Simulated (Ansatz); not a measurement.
# Meshes and cutoff for the phonons of NaI (Fm-3m), part 2 of 2

Wanted: convergence of the phonons of NaI (Fm-3m) against cost.

Ansatz 0.2.0; DFT PBE, scalar-relativistic, plane waves, PAW.

So far, highest frequency on the path or at a solved wavevector (cm⁻¹): 164 in steps 3, 4, 6 and 12. The relaxed cell has a = 6.528 Å (conventional setting).

## Step 13: Side by side (continued)

The phonon density of states has structure finer than the step of the table below, so its rows give means over 5 cm⁻¹, whole bins alone (the curve runs from 1 to 165 cm⁻¹). Peaks (cm⁻¹: height): 6×6×6 45.0: 0.168, 65.0: 0.108, 101.0: 0.127; 8×8×8 45.0: 0.167, 65.0: 0.108, 101.0: 0.127; 12×12×12 45.0: 0.167, 65.0: 0.108, 101.0: 0.127.

The runs together. The phonon density of states by wavenumber; means over each step; values in 1/cm⁻¹/cell:

```tsv
wavenumber (cm⁻¹)	6×6×6	8×8×8	12×12×12
5	2.4e-4	2.4e-4	2.4e-4
10	0.00126	0.00126	0.00126
15	0.00321	0.00321	0.00321
20	0.00655	0.00655	0.00655
25	0.0120	0.0120	0.0120
30	0.0214	0.0214	0.0214
35	0.0415	0.0414	0.0414
40	0.0901	0.0899	0.0899
45	0.137	0.137	0.137
50	0.0876	0.0878	0.0878
55	0.0308	0.0308	0.0308
60	0.0516	0.0516	0.0516
65	0.0829	0.0829	0.0829
70	0.0308	0.0308	0.0308
75	0.00329	0.00329	0.00329
80	0	0	0
85	0	0	0
90	0	0	0
95	0.0201	0.0200	0.0200
100	0.0950	0.0949	0.0949
105	0.107	0.107	0.107
110	0.104	0.104	0.104
115	0.0762	0.0763	0.0763
120	0.0224	0.0225	0.0224
125	0.0163	0.0163	0.0163
130	0.0175	0.0175	0.0175
135	0.0188	0.0189	0.0188
140	0.0200	0.0200	0.0200
145	0.0216	0.0216	0.0216
150	0.0232	0.0233	0.0232
155	0.0254	0.0255	0.0254
160	0.0266	0.0266	0.0266
```

The runs together, line C_V. Table of C_V, 6×6×6 = 8×8×8 = 12×12×12 by temperature:

```tsv
temperature (K)	C_V, 6×6×6 = 8×8×8 = 12×12×12 (J/mol-atom/K)
0	0
50	15.8
100	21.8
150	23.4
200	24.1
250	24.4
300	24.5
350	24.6
400	24.7
450	24.8
500	24.8
550	24.8
600	24.8
650	24.9
700	24.9
750	24.9
800	24.9
850	24.9
900	24.9
950	24.9
1000	24.9
```

## Step 14: Another cutoff, cutoff 170 eV, q mesh 2×2×2

The cutoff is set to 170 eV on a small fixed q mesh.

input.yaml reads:

```yaml
crystal:
  lattice:
    - [0.0, 3.2640968181, 3.2640968181]
    - [3.2640968181, 0.0, 3.2640968181]
    - [3.2640968181, 3.2640968181, 0.0]
  atoms:
    - { symbol: Na, position: [0.0, 0.0, 0.0] }
    - { symbol: I, position: [0.5, 0.5, 0.5] }
kpoints:
  mp_grid: { grid: [8, 8, 8] }
hamiltonian:
  xc: pbe
scf:
  occupations: { method: fixed }
output:
  eigenvalues: true
phonons:
  method: dfpt
  qmesh: [2, 2, 2]
  temperatures: { t_max: 1000, t_step: 50 }
  qpath:
    path:
      - [[0.0, 0.0, 0.0], [0.5, 0.0, 0.5], [0.625, 0.25, 0.625]]
      - [[0.375, 0.375, 0.75], [0.0, 0.0, 0.0], [0.5, 0.5, 0.5], [0.5, 0.25, 0.75], [0.5, 0.0, 0.5]]
    npoints: 10
basis:
  ecutwfc: 170
```

Command:

```sh
ansatz run input.yaml --threads 4 --pin off --max-ram 7168MiB --backend cpu --events-out ev --progress --plain --runs-dir out
```

The job ended after 8.8 s (4 threads of Arm Neoverse V2, shared host; peak memory 0.52 GiB; 30 s of CPU time).

The run finished; it serves as a test, and its numbers are not taken as the result.

## Step 15: Another cutoff, cutoff 230 eV, q mesh 2×2×2

The cutoff is set to 230 eV on a small fixed q mesh.

Changes to input.yaml since step 14:

```diff
@@ -26,2 +26,2 @@
 basis:
-  ecutwfc: 170
+  ecutwfc: 230
```

Elapsed: 10 s, on 4 threads; peak memory 0.52 GiB; 36 s of CPU time.

The run finished; it serves as a test, and its numbers are not taken as the result.

## Step 16: Another cutoff, cutoff 290 eV, q mesh 2×2×2

The cutoff is set to 290 eV on a small fixed q mesh.

Changes to input.yaml since step 15:

```diff
@@ -26,2 +26,2 @@
 basis:
-  ecutwfc: 230
+  ecutwfc: 290
```

The job ended after 14 s (4 threads; peak memory 0.59 GiB).

The run finished; it serves as a test, and its numbers are not taken as the result.

## Step 17: Another cutoff, cutoff 360 eV, q mesh 2×2×2

The cutoff is set to 360 eV on a small fixed q mesh.

Changes to input.yaml since step 16:

```diff
@@ -26,2 +26,2 @@
 basis:
-  ecutwfc: 290
+  ecutwfc: 360
```

It took 17 s on 4 threads; peak memory 0.65 GiB.

Frequencies (cm⁻¹) solved at each irreducible wavevector; negative means imaginary. Frequencies by wavevector, by row:

```tsv
q in reciprocal lattice units	star	mode 1	mode 2	mode 3	mode 4	mode 5	mode 6
0 0 0	1	0	0	0	103.3	103.3	103.3
0 0 -0.5	4	46.1	46.1	74.3	102.5	102.5	164
0 -0.5 -0.5	3	38.7	38.7	60	107	107	112.8
```

The highest optical mode at the zone centre (no LO-TO term) is 103.3 cm⁻¹, +0.0 cm⁻¹ against the base run.

## Step 18: Another cutoff, cutoff 550 eV, q mesh 2×2×2

The cutoff is set to 550 eV on a small fixed q mesh.

Changes to input.yaml since step 17:

```diff
@@ -26,2 +26,2 @@
 basis:
-  ecutwfc: 360
+  ecutwfc: 550
```

Run time: 31 s. Hardware: 4 threads; peak memory 0.91 GiB; 2 min of CPU time.

The highest optical mode at the zone centre (no LO-TO term) is 103.3 cm⁻¹, +0.0 cm⁻¹ against the base run.

## Step 19: What came out

| Property | Result |
| --- | --- |
| mean frequency, q mesh 2×2×2 | 83.6 cm⁻¹ |
| mean frequency, q mesh 3×3×3 | 83.1 cm⁻¹ |
| mean frequency, q mesh 6×6×6 | 83.1 cm⁻¹ |
| highest optical mode at the zone centre (no LO-TO term), k-mesh 2×2×2 | 94.7 cm⁻¹ |
| highest optical mode at the zone centre (no LO-TO term), k-mesh 4×4×4 | 103 cm⁻¹ |
| highest optical mode at the zone centre (no LO-TO term), k-mesh 6×6×6 | 103 cm⁻¹ |
| highest optical mode at the zone centre (no LO-TO term), k-mesh 8×8×8 | 103 cm⁻¹ |
| highest optical mode at the zone centre (no LO-TO term), k-mesh 12×12×12 | 103 cm⁻¹ |
| highest optical mode at the zone centre (no LO-TO term), cutoff 170 eV | 287 cm⁻¹ |
| highest optical mode at the zone centre (no LO-TO term), cutoff 230 eV | 137 cm⁻¹ |
| highest optical mode at the zone centre (no LO-TO term), cutoff 290 eV | 103 cm⁻¹ |
| highest optical mode at the zone centre (no LO-TO term), cutoff 360 eV | 103 cm⁻¹ |
| highest optical mode at the zone centre (no LO-TO term), cutoff 550 eV | 103 cm⁻¹ |

What this shows: Over the whole q mesh series, coarse runs included, the mean frequency runs from 83.1 to 83.6 cm⁻¹; from 2×2×2 on it stays within 0.5 cm⁻¹ of the finest run (6×6×6), against a tolerance of 1.0. The k mesh changes along this series too, so part of the change is its. Over the whole k mesh series, coarse runs included, the lowest mode on the q mesh (acoustic modes at Γ apart) runs from -6.3 to 38.8 cm⁻¹; from 4×4×4 on all solved modes stay within 0.5 cm⁻¹ of the finest run (12×12×12), against a tolerance of 1.6. Over the whole cutoff series, coarse runs included, the lowest mode on the q mesh (acoustic modes at Γ apart) runs from -202.4 to 51.4 cm⁻¹; from 290 eV on all solved modes stay within 0.9 cm⁻¹ of the finest run (550 eV), against a tolerance of 1.6. All runs share the cell relaxed at the base settings, which is not exactly at rest under another k mesh or cutoff. Spin-orbit coupling is left out, which can matter for the heavy elements here. These are harmonic frequencies at zero temperature: anharmonic shifts, linewidths and thermal expansion are left out.

[Logs are printed without paths, hosts, clocks, repeated set-up lines and the standing remarks that a program may print on its own settings, such as how far it seeks lower states.]

[Hosts, paths, dates, database ids (printed as entryN), source tags and the programs' standing remarks are cut or masked in the printed files.]
